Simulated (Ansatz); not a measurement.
**What NaGeCl3 in Amm2, a phase reached by a soft mode distorts into**

Aim: this structure of NaGeCl3 in Amm2, a phase reached by a soft mode is to be tested for unstable modes, and one is followed downhill.

Calculated with Ansatz 0.2.0; DFT PBEsol, scalar-relativistic, plane waves, PAW; PAW set soft_1.

The structure was built from a prototype and need not be the compound's stable phase.

**1. Starting point**

Symmetry: Amm2, No. 38, orthorhombic system. Conventional cell: a = 5.152 Å, b = 6.795 Å, c = 8.622 Å, α = 90.00°, β = 90.00°, γ = 90.00°. Nearest to Na lie 5 Cl at 2.73 to 3.06 Å. Nearest to Ge lie 4 Cl at 2.36 to 2.58 Å. Nearest to Cl lie 1 Ge at 2.36 Å and 2 Na at 3.06 Å. Cl has 2 Ge at 2.58 Å and 1 Na at 2.73 Å nearest. Farther neighbours and most contacts between anions are not listed.

**2. Modes at Γ**

This phase was reached earlier by freezing in an unstable mode of a structure of higher symmetry and relaxing. Its zone-centre modes can show that it is still unstable.

Contents of input.yaml:

```yaml
crystal:
  lattice:
    - [5.1516924335, 0.0, 0.0]
    - [0.0, 3.3976008629, 4.3111189193]
    - [0.0, -3.3976008629, 4.3111189193]
  atoms:
    - { symbol: Na, position: [0.0, 0.8335455851, 0.8335455851] }
    - { symbol: Ge, position: [0.5, 0.4957706383, 0.4957706383] }
    - { symbol: Cl, position: [0.5, 0.569130437, 0.0547416565] }
    - { symbol: Cl, position: [0.5, 0.0547416565, 0.569130437] }
    - { symbol: Cl, position: [0.0, 0.5167499289, 0.5167499289] }
kpoints:
  mp_grid: { grid: [8, 8, 8] }
hamiltonian:
  xc: pbesol
  pseudopotentials: { kind: paw, azcp: { folder: soft_1 }, xc_functional: pbe }
scf:
  occupations: { method: fixed }
output:
  eigenvalues: true
phonons:
  method: dfpt
  dielectric: true
  rigid_motions: translations
```

Launch:

```
> ansatz run input.yaml --threads 8 --pin off --max-ram 16384MiB --backend cpu --events-out ev --progress --plain --runs-dir out
```

Numbers of over 12 decimals in the logs are rounded to 6 here.

Output:

```text
Engine: ansatz 0.2.0, aarch64-unknown-linux-gnu
Pseudopotentials: kind: paw
Pseudopotential: Na, paw, valence charge 9, recommended cutoff 420 eV (normal), soft_1/Na.paw.azcp
Pseudopotential: Ge, paw, valence charge 14, recommended cutoff 420 eV (normal), soft_1/Ge.paw.azcp
Pseudopotential: Cl, paw, valence charge 7, recommended cutoff 420 eV (normal), soft_1/Cl.paw.azcp
Functional definition: PBEsol
  exchange = pbesol_x
  correlation = pbesol_c
Crystal: 5 atoms, lattice volume = 150.918 Å³
Basis set: ecut = 420 eV, 2977 PW (Γ), exchange–correlation on 72×80×80 points (8 copies of the dense FFT grid, shifted against one another)
Bands: 27, of which v1, the nominal top of the filled ones, is band 22 counted from 1 (21 counted from 0)
Symmetry: 4 space group operations
k-points: 260 of 512 (irreducible under 1 space group operation, time reversal used)
Non-local potential: Na, projectors of the file, l = 0: 3, l = 1: 2, l = 2: 1
Non-local potential: Ge, projectors of the file, l = 0: 2, l = 1: 2, l = 2: 3, l = 3: 1
Non-local potential: Cl, projectors of the file, l = 0: 2, l = 1: 2, l = 2: 1
PAW form: soft (Blöchl's): semilocal exchange-correlation on the pseudo side does not see the compensation charge
PAW frozen core: Na, regenerated for the run's functional, and the local potential with it (the file was generated under x = pbe(κ = 0.804, μ = 0.219515), c = pbe(β = 0.066725))
PAW frozen core: Ge, regenerated for the run's functional, and the local potential with it (the file was generated under x = pbe(κ = 0.804, μ = 0.219515), c = pbe(β = 0.066725))
PAW frozen core: Cl, regenerated for the run's functional, and the local potential with it (the file was generated under x = pbe(κ = 0.804, μ = 0.219515), c = pbe(β = 0.066725))
PAW one-centre angular grid: Na, 110 points (default); XC on 64 Gauss nodes
PAW one-centre angular grid: Ge, 590 points (default); XC on 64 Gauss nodes
PAW one-centre angular grid: Cl, 110 points (default); XC on 64 Gauss nodes
Initial density: superposition of atomic densities (chi_scale 0.1, normalization cell, long waves kept (reshape's long-wave potential 0.02 eV rms))
Initial wavefunctions: pseudopotential atomic-orbital guess
Functional: x = pbesol(κ = 0.804, μ = 0.123457), c = pbesol(β = 0.046)
SCF iter   1: F=—  HF=-8919.148616 eV  |F-HF|=—  |Δ(HF+E_count)|=         —  Δρ=5.04e-2  dr2=3.74e0  ethr=3.10e-3  ⟨swp⟩=5.0  Hψ=28552  notcnv=0  defer=693
preconditioner: auto → Resta (q_TF=auto, 2.222 Å⁻¹)  ε∞=3.4  [insulator: Δε(μ)=1.042 eV  Ē_g=9.960 eV  n_scr=26 (ndim 8)  ℏωp=15.4 eV  f_vac=0.170  ε∞_Penn≈3.4]
SCF iter   2: F=—  HF=-8917.717157 eV  |F-HF|=—  |Δ(HF+E_count)|=    1.43e0  Δρ=1.75e-2  dr2=6.21e-1  ethr=3.10e-3  ⟨swp⟩=3.0  Hψ=16498  notcnv=0  defer=649
SCF iter   3: F=—  HF=-8917.470267 eV  |F-HF|=—  |Δ(HF+E_count)|=   2.47e-1  Δρ=5.93e-3  dr2=9.03e-2  ethr=1.41e-3  ⟨swp⟩=2.5  Hψ=11754  notcnv=0  defer=746
SCF iter   4: F=—  HF=-8917.449547 eV  |F-HF|=—  |Δ(HF+E_count)|=   2.07e-2  Δρ=2.24e-3  dr2=1.24e-2  ethr=2.05e-4  ⟨swp⟩=3.0  Hψ=13287  notcnv=0  defer=778
SCF iter   5: F=—  HF=-8917.449279 eV  |F-HF|=—  |Δ(HF+E_count)|=   2.68e-4  Δρ=7.86e-4  dr2=1.75e-3  ethr=2.83e-5  ⟨swp⟩=2.5  Hψ=12911  notcnv=0  defer=779
SCF iter   6: F=—  HF=-8917.451845 eV  |F-HF|=—  |Δ(HF+E_count)|=   2.57e-3  Δρ=2.22e-4  dr2=1.67e-4  ethr=3.98e-6  ⟨swp⟩=2.9  Hψ=13052  notcnv=0  defer=779
SCF iter   7: F=—  HF=-8917.452288 eV  |F-HF|=—  |Δ(HF+E_count)|=   4.43e-4  Δρ=1.12e-4  dr2=3.04e-5  ethr=3.79e-7  ⟨swp⟩=2.4  Hψ=12870  notcnv=0  defer=775
SCF iter   8: F=—  HF=-8917.452360 eV  |F-HF|=—  |Δ(HF+E_count)|=   7.14e-5  Δρ=3.05e-5  dr2=2.38e-6  ethr=6.90e-8  ⟨swp⟩=2.0  Hψ=12739  notcnv=0  defer=702
SCF iter   9: F=—  HF=-8917.452364 eV  |F-HF|=—  |Δ(HF+E_count)|=   4.58e-6  Δρ=1.19e-5  dr2=2.45e-7  ethr=5.41e-9  ⟨swp⟩=2.0  Hψ=12890  notcnv=0  defer=585
SCF iter  10: F=—  HF=-8917.452365 eV  |F-HF|=—  |Δ(HF+E_count)|=   3.23e-7  Δρ=4.14e-6  dr2=2.36e-8  ethr=5.56e-10  ⟨swp⟩=2.0  Hψ=12490  notcnv=0  defer=596
SCF iter  11: F=—  HF=-8917.452365 eV  |F-HF|=—  |Δ(HF+E_count)|=   2.54e-8  Δρ=1.48e-6  dr2=3.55e-9  ethr=5.37e-11  ⟨swp⟩=2.0  Hψ=12480  notcnv=0  defer=596
SCF iter  12: F=—  HF=-8917.452365 eV  |F-HF|=—  |Δ(HF+E_count)|=   3.90e-9  Δρ=3.86e-7  dr2=2.85e-10  ethr=8.06e-12  ⟨swp⟩=2.0  Hψ=12480  notcnv=0  defer=596
SCF iter  13: F=-8917.452365 eV  HF=-8917.452365 eV  |F-HF|=2.73e-11  |Δ(HF+E_count)|=   1.09e-9  Δρ=1.10e-7  dr2=2.61e-11  ethr=1.00e-12  ⟨swp⟩=16.9  Hψ=52294  notcnv=0
SCF 1 converged in 13 iterations: F = -8917.452365 eV  dr2 = 2.61e-11
  greatest PAW one-centre occupation: 0.999 electrons in one spin orbital (limit 2), on the Na atom at site 0 (counted from 0), in its partial waves of l = 0
NSCF: frozen V_eff on 2 k-points
DFPT response loops at Γ: preconditioner auto → none (the input reference at scf.mixing.eps_inf says where Resta's filter doesn't serve); β = 0.50; Broyden in place of MSR1
── the response to a field inside a basis, on 12×12×12 k-points: an SCF that follows is theirs, and a resumed run solves both again ──
Bands: 23, of which v1, the nominal top of the filled ones, is band 22 counted from 1 (21 counted from 0)
k-points: 252 of 1728 (time reversal used)
Initial density: handed on by an earlier stage of this run
Initial wavefunctions: pseudopotential atomic-orbital guess (no wavefunctions were taken with the density)
Eigensolver: Dense (252 Hₖ)
SCF iter   1: F=—  HF=-8917.439468 eV  |F-HF|=—  |Δ(HF+E_count)|=         —  Δρ=1.25e-4  dr2=5.31e-6  ethr=1.00e-1
preconditioner: auto → Resta (q_TF=auto, 2.222 Å⁻¹)  ε∞=3.8  [insulator: Δε(μ)=1.640 eV  Ē_g=9.185 eV  n_scr=26 (ndim 8)  ℏωp=15.4 eV  f_vac=0.239  ε∞_Penn≈3.8]
SCF iter   2: F=—  HF=-8917.439472 eV  |F-HF|=—  |Δ(HF+E_count)|=   3.49e-6  Δρ=6.93e-5  dr2=1.92e-6  ethr=1.21e-8
SCF iter   3: F=—  HF=-8917.439474 eV  |F-HF|=—  |Δ(HF+E_count)|=   1.66e-6  Δρ=1.47e-5  dr2=9.53e-8  ethr=4.36e-9
SCF iter   4: F=-8917.439474 eV  HF=-8917.439474 eV  |F-HF|=4.33e-9  |Δ(HF+E_count)|=   2.49e-8  Δρ=1.97e-6  dr2=6.54e-9  ethr=2.17e-10
SCF 1 converged in 4 iterations: F = -8917.439474 eV  dr2 = 6.54e-9
DFPT response loops at Γ: mixed as the last ones told, above
WARN: field response: inside a basis, on 12×12×12 points, no mesh in reach settles it: take ε∞, Z* and everything formed from them with what they may err, as stated (eps_inf_uncertainty, zstar_uncertainty_e), and compare with field_mesh: kpoints on a denser kpoints.mp_grid
WARN: field response: ε∞ stands inside a basis, on 12×12×12 points; the force constants stand on the 8×8×8 k-mesh, whose period is 10.49 times the interband length at k = (-0.5000, -0.5000, -0.5000), direct gap 1.390 eV, under 14: take them and everything formed from them as unconverged, and compare with a denser kpoints.mp_grid
SCF converged after 13 iterations
Free energy (F): -8917.452365 eV
Harris-Foulkes:  -8917.452365 eV  (|F-HF|=2.73e-11)
Internal energy: -8917.452365 eV  (E = F + TS)
E sigma→0 (E₀):  -8917.452365 eV
Fermi energy:    2.636648 eV
--- Per-component energies (eV) ---
  E_band       = -554.725814
  E_kinetic    = 660.972986
  E_local      = -5446.734902  (includes V_loc(G=0)·N_el)
  E_nonlocal   = 586.910270
  E_hartree    = 2244.215735
  E_xc         = -426.663183
  E_vxc        = -459.825049  (∫ρ·V_xc dr)
  E_paw        = -4172.706979  (= ΣΔE_a)
  E_vpaw       = -384.480902  (= ΣTr[D̂ρ^β])
  E_aug_tail   = 0.000375  (compensation charges beyond the density's cutoff)
  E_ewald      = -2364.654596
  E_core_change = 1.207928  (= ΣΔE_core)
  E_smearing   = -0.000000  (= −TS)
  E_closure    = -0.000000  (closes the sum)
  Σ components = -8917.452365   (vs F -8917.452365, Δ=0.00e0)
--- Band table (eV; the first three rows and the last of 260) ---
  k-point 0: bands = [... 18 lower, -0.5020, -0.3640, -0.3584, 0.2177, 5.1751, 6.8906, 7.6470, 7.6601, ... 1 higher]
  k-point 1: bands = [... 18 lower, -0.4617, -0.4145, -0.2700, 0.1328, 5.3028, 6.8828, 7.4581, 7.7079, ... 1 higher]
  k-point 2: bands = [... 18 lower, -0.4481, -0.4408, -0.1590, 0.0341, 5.6436, 6.4871, 7.2795, 7.8571, ... 1 higher]
  k-point 259: bands = [... 18 lower, -0.1050, 0.0959, 0.3525, 2.6366, 4.0271, 4.2131, 4.5423, 6.4800, ... 1 higher]
--- Phonons (Γ-DFPT): 12 representative perturbations + reference, on 260 of 512 k-points (Σ response iterations 39) ---
  k mesh reduced under 1 symmetry operation, with k and −k counted as one. Each operation leaves every solved perturbation unchanged. A smaller set is not considered because the run solves the response to a homogeneous field
  ASR residual: 6.609e-5 → 0.000e0 eV/Å²; symmetrization residual: 5.415e-6 eV/Å²
  ASR residual per site (eV/Å²): 4.43e-5 8.48e-6 6.61e-5 6.61e-5 4.83e-5
  Γ frequencies (cm⁻¹): -46.15 -38.94 0.00 0.00 0.00 37.06 56.70 75.73 79.11 83.98 115.86 136.50 163.09 216.67 260.08
  ε∞ (high-frequency dielectric tensor):
        5.446493     0.000000     0.000000
        0.000000     3.485007     0.000000
        0.000000     0.000000     3.610370
  softest optical mode at Γ: -46.15 cm⁻¹; the repairs (sum rule, projections) moved no ω² at Γ by more than (1.24 cm⁻¹)²
  Born effective charges Z* (e; rows j = field, columns β = displacement):
    site 0:
         1.32473    0.00000    0.00000
         0.00000    1.27301    0.00000
        -0.00000    0.00000    1.04731
    site 1:
         4.87844    0.00000    0.00000
         0.00000    2.76906    0.00000
        -0.00000    0.00000    2.57338
    site 2:
        -0.58754   -0.00000   -0.00000
         0.00000   -1.76457    1.27629
         0.00000    1.13432   -1.50980
    site 3:
        -0.58754    0.00000   -0.00000
         0.00000   -1.76457   -1.27629
         0.00000   -1.13432   -1.50980
    site 4:
        -5.02809    0.00000    0.00000
         0.00000   -0.51293    0.00000
        -0.00000    0.00000   -0.60109
  Z* charge neutrality: 1.410e-2 e pre-enforcement
  solved inside a basis spanned on kpoints, on 12×12×12 k-points, which do not settle them: ε∞ is read to err by 1.5e-1, Z* by 1.7e-1 e (field_mesh: kpoints solves on kpoints); Z* is corrected for what the basis lacks
  optical modes at Γ without the LO–TO term, one row a degenerate level:
      ω (cm⁻¹)  modes    IR ((D/Å)²/amu)
        -46.15      1            23.5621
        -38.94      1             1.3728
         37.06      1             1.0658
         56.70      1             0.5638
         75.73      1             0.0000
         79.11      1             0.5259
         83.98      1             0.2342
        115.86      1             2.0976
        136.50      1             0.0116
        163.09      1             1.6470
        216.67      1             7.4416
        260.08      1             6.1884
  optical modes at Γ + LO–TO along q̂ = [1.0000, 0.0000, 0.0000]:
      ω (cm⁻¹)  modes    IR ((D/Å)²/amu)
        -38.94      1             1.3728
         37.06      1             1.0658
         55.42      1             0.0052
         75.73      1             0.0000
         79.11      1             0.5259
         83.98      1             0.2342
        109.01      1             0.1469
        136.50      1             0.0116
        163.09      1             1.6470
        216.67      1             7.4416
[...]
optical modes at Γ + LO–TO along q̂ = [0.0000, 1.0000, 0.0000]:
      ω (cm⁻¹)  modes    IR ((D/Å)²/amu)
[...]
optical modes at Γ + LO–TO along q̂ = [0.0000, 0.0000, 1.0000]:
      ω (cm⁻¹)  modes    IR ((D/Å)²/amu)
        -46.15      1            23.5621
        -38.94      1             1.3728
         37.06      1             1.0658
         56.70      1             0.5638
         75.73      1             0.0000
         79.11      1             0.5259
         87.05      1             0.0762
        115.86      1             2.0976
        136.58      1             0.0023
        174.93      1             0.6049
        216.67      1             7.4416
        307.78      1             7.3977
```

It took 4.5 min on 8 threads of Arm Neoverse V1, shared host; peak memory 4.5 GiB; 34 min of CPU time.

Reading the cycles: dr2 is the Hartree energy of the density residual (eV), the measure of convergence; HF is the Harris–Foulkes estimate of the energy, which meets the free energy F at convergence.

This step gave:

```yaml
gap_on_the_k_mesh: 1.390 eV
volume_per_atom: 30.18 Å³
sum_rule_residual_before_enforcement: 6.61e-5 eV/Å²
miss_of_the_charge_sum_rule: 0.01410 e
estimated_error_of_the_dielectric_tensor: 0.1477
estimated_error_of_the_born_charges: 0.1688 e
point_group: mm2
highest_optical_mode_at_the_zone_centre_no_lo_to_term: 260.1 cm⁻¹
lowest_optical_zone_centre_mode: -46.15 cm⁻¹
mean_high_frequency_dielectric_constant: 4.181
largest_born_charge_third_of_the_trace: 3.407 e
top_of_the_zone_centre_spectrum_with_the_field: 307.8 cm⁻¹
```

Without the LO-TO term. Patterns of degenerate modes are one choice out of their space. Modes at Γ, with each element's share of the kinetic energy (negative means imaginary):

| mode | frequency (cm⁻¹) | symmetry | Na % | Ge % | Cl % |
| --- | --- | --- | --- | --- | --- |
| 1 | -46.1 | B1 | 1 | 19 | 80 |
| 2 | -38.9 | B2 | 36 | 1 | 63 |
| 3 | 0.0 | acoustic | 11 | 36 | 53 |
| 4 | 0.0 | acoustic | 11 | 36 | 53 |
| 5 | 0.0 | acoustic | 11 | 36 | 53 |
| 6 | 37.1 | B2 | 31 | 5 | 64 |
| 7 | 56.7 | B1 | 87 | 10 | 3 |
| 8 | 75.7 | A2 | 0 | 0 | 100 |
| 9 | 79.1 | B2 | 20 | 17 | 64 |
| 10 | 84.0 | A1 | 29 | 9 | 62 |
| 11 | 115.9 | B1 | 0 | 35 | 64 |
| 12 | 136.5 | A1 | 7 | 24 | 69 |
| 13 | 163.1 | A1 | 52 | 2 | 46 |
| 14 | 216.7 | B2 | 1 | 42 | 57 |
| 15 | 260.1 | A1 | 0 | 29 | 71 |

Displacements in mode 1 (-46.1 cm⁻¹), the largest set to 1:
```
Na1 -0.15  0.00  0.00
Ge2 -0.35  0.00  0.00
Cl3 -0.10  0.00  0.00
Cl4 -0.10  0.00  0.00
Cl5  1.00  0.00  0.00
```

Displacements in mode 7 (56.7 cm⁻¹), the largest set to 1:
```
Na1  1.00  0.00  0.00
Ge2 -0.19  0.00  0.00
Cl3 -0.11  0.00  0.00
Cl4 -0.11  0.00  0.00
Cl5 -0.05  0.00  0.00
```

Before it was imposed, the acoustic sum rule was missed by 6.6e-5 eV/Å² and the charge sum rule by 0.014 e. Small misses are needed for a sound result but don't prove that mesh and cutoff are converged. The lowest optical mode is imaginary, 46.1i cm⁻¹, so the energy falls along it.

The log warns of the k mesh: “the force constants stand on the 8×8×8 k-mesh, whose period is 10.49 times the interband length at k = (-0.5000, -0.5000, -0.5000), direct gap 1.390 eV, under 14: take them and everything formed from them as unconverged”.

**3. The mode frozen in, largest atomic shift 0 Å**

The mode followed lies at Γ with frequency 46.1i cm⁻¹, the softest among the wavevectors solved. At small amplitude the distorted cell has space group no. 8 by a symmetry search on the positions. The undistorted cell that holds it gives the zero of energy on the same k mesh.

Edit input.yaml of step 2 so:

```diff
@@ -17,8 +17,6 @@
 scf:
-  occupations: { method: fixed }
+  occupations: { method: gaussian, width: 0.02 }
 output:
+  forces: true
+  stress: true
   eigenvalues: true
-phonons:
-  method: dfpt
-  dielectric: true
-  rigid_motions: translations
```

Output:

```text
[...]
Crystal: 5 atoms, lattice volume = 150.918 Å³
Basis set: ecut = 420 eV, 2977 PW (Γ), exchange–correlation on 72×80×80 points (8 copies of the dense FFT grid, shifted against one another)
Bands: 27, of which v1, the nominal top of the filled ones, is band 22 counted from 1 (21 counted from 0)
Symmetry: 4 space group operations
[...]
k-points: 105 of 512 (time reversal used)
[...]
P = ⅓ Tr σ = 0.0006 GPa (0.006 kbar)
--- Band table (eV; the first three rows and the last of 105) ---
  k-point 0: bands = [... 18 lower, -0.5021, -0.3641, -0.3584, 0.2177, 5.1750, 6.8906, 7.6470, 7.6601]
  k-point 1: bands = [... 18 lower, -0.4617, -0.4146, -0.2701, 0.1328, 5.3027, 6.8828, 7.4581, 7.7079]
  k-point 2: bands = [... 18 lower, -0.4482, -0.4409, -0.1591, 0.0340, 5.6435, 6.4871, 7.2795, 7.8570]
  k-point 104: bands = [... 18 lower, -0.1051, 0.0958, 0.3525, 2.6366, 4.0271, 4.2131, 4.5423, 6.4799]
[key lines of the parts left out:]
SCF converged after 10 iterations
Free energy (F): -8917.452365 eV
Fermi energy:    3.331851 eV
```

The job ended after 7.1 s (8 threads; peak memory 0.72 GiB).

Numbers from this step:

```yaml
pressure: 6.34e-4 GPa
energy_from_the_undistorted_cell: 0 meV/atom
```

At this level the gap is 1.39 eV on the k-mesh of the self-consistent run, which can miss the band edges.

**4. The mode frozen in, largest atomic shift 0.04 Å**

The atoms are moved along the unstable eigenvector, the largest shift by 0.04 Å, with the cell fixed.

input.yaml, the sections that differ from step 3:

```yaml
crystal:
  lattice:
    - [5.1516924335, 0.0, 0.0]
    - [0.0, 3.3976008629, 4.3111189193]
    - [0.0, -3.3976008629, 4.3111189193]
  atoms:
    - { symbol: Na, position: [0.0011884529, 0.8335455851, 0.8335455851] }
    - { symbol: Ge, position: [0.502682875, 0.4957706383, 0.4957706383] }
    - { symbol: Cl, position: [0.5007485174, 0.569130437, 0.0547416565] }
    - { symbol: Cl, position: [0.5007485174, 0.0547416565, 0.569130437] }
    - { symbol: Cl, position: [-0.0077644387, 0.5167499289, 0.5167499289] }
# kpoints, hamiltonian, scf, output: as in step 3
```

Output:

```text
[...]
Crystal: 5 atoms, lattice volume = 150.918 Å³
Basis set: ecut = 420 eV, 2977 PW (Γ), exchange–correlation on 72×80×80 points (8 copies of the dense FFT grid, shifted against one another)
Bands: 27, of which v1, the nominal top of the filled ones, is band 22 counted from 1 (21 counted from 0)
Symmetry: 2 space group operations
[...]
k-points: 150 of 512 (time reversal used)
[...]
P = ⅓ Tr σ = 0.0244 GPa (0.244 kbar)
--- Band table (eV; the first three rows and the last of 150) ---
  k-point 0: bands = [... 18 lower, -0.5033, -0.3623, -0.3618, 0.2198, 5.1746, 6.8917, 7.6547, 7.6621]
  k-point 1: bands = [... 18 lower, -0.4633, -0.4156, -0.2677, 0.1350, 5.3022, 6.8842, 7.4599, 7.7161]
  k-point 2: bands = [... 18 lower, -0.4579, -0.4346, -0.1573, 0.0401, 5.6430, 6.4895, 7.2807, 7.8661]
  k-point 149: bands = [... 18 lower, -0.1087, 0.0930, 0.3546, 2.6330, 4.0506, 4.2187, 4.5462, 6.4793]
[key lines of the parts left out:]
SCF converged after 10 iterations
Free energy (F): -8917.452585 eV
Fermi energy:    3.341788 eV
```

Run time: 9.9 s. Hardware: 8 threads; peak memory 0.83 GiB.

Numbers from this step:

```yaml
pressure: 0.02442 GPa
gap_on_the_k_mesh: 1.418 eV
energy_from_the_undistorted_cell: -0.044 meV/atom
```

The energy, extrapolated to zero smearing, is -0.04 meV/atom against the undistorted cell.

The run ends at a pressure of 0.02 GPa, with forces up to 0.0064 eV/Å.

**5. Energy along the mode, all amplitudes (two of the runs are shown above)**

An imaginary frequency means negative curvature, so the energy should fall and then rise again as anharmonic terms take over.

This step gave:

- depth at the lowest point sampled: 0.044 meV/atom
- largest atomic shift at that point: 0.04 Å

Energy from the parent against largest atomic shift:

| largest atomic shift (Å) | energy from the parent (meV/atom) |
| --- | --- |
| 0.0000 | 0 |
| 0.0400 | -0.044 |
| 0.0800 | -0.028 |
| 0.1400 | 1.12 |
| 0.2200 | 8.86 |

Displacement at unit largest shift by atom:

| atom | x (Å) | y (Å) | z (Å) | size |
| --- | --- | --- | --- | --- |
| Na1 | 0.15 | 0.00 | 0.00 | 0.15 |
| Ge2 | 0.35 | 0.00 | 0.00 | 0.35 |
| Cl3 | 0.10 | 0.00 | 0.00 | 0.10 |
| Cl4 | 0.10 | 0.00 | 0.00 | 0.10 |
| Cl5 | -1.00 | 0.00 | 0.00 | 1.00 |

The lowest of the steps tried is at 0.04 Å, 0.044 meV/atom below the parent; the bottom of the well need not coincide with a step.

(Continued in part 2 of 3.)

[Logs are printed without paths, hosts, clocks, repeated set-up lines and the standing remarks that a program may print on its own settings, such as how far it seeks lower states.]

[Hosts, paths, dates, database ids (printed as entryN), source tags and the programs' standing remarks are cut or masked in the printed files.]
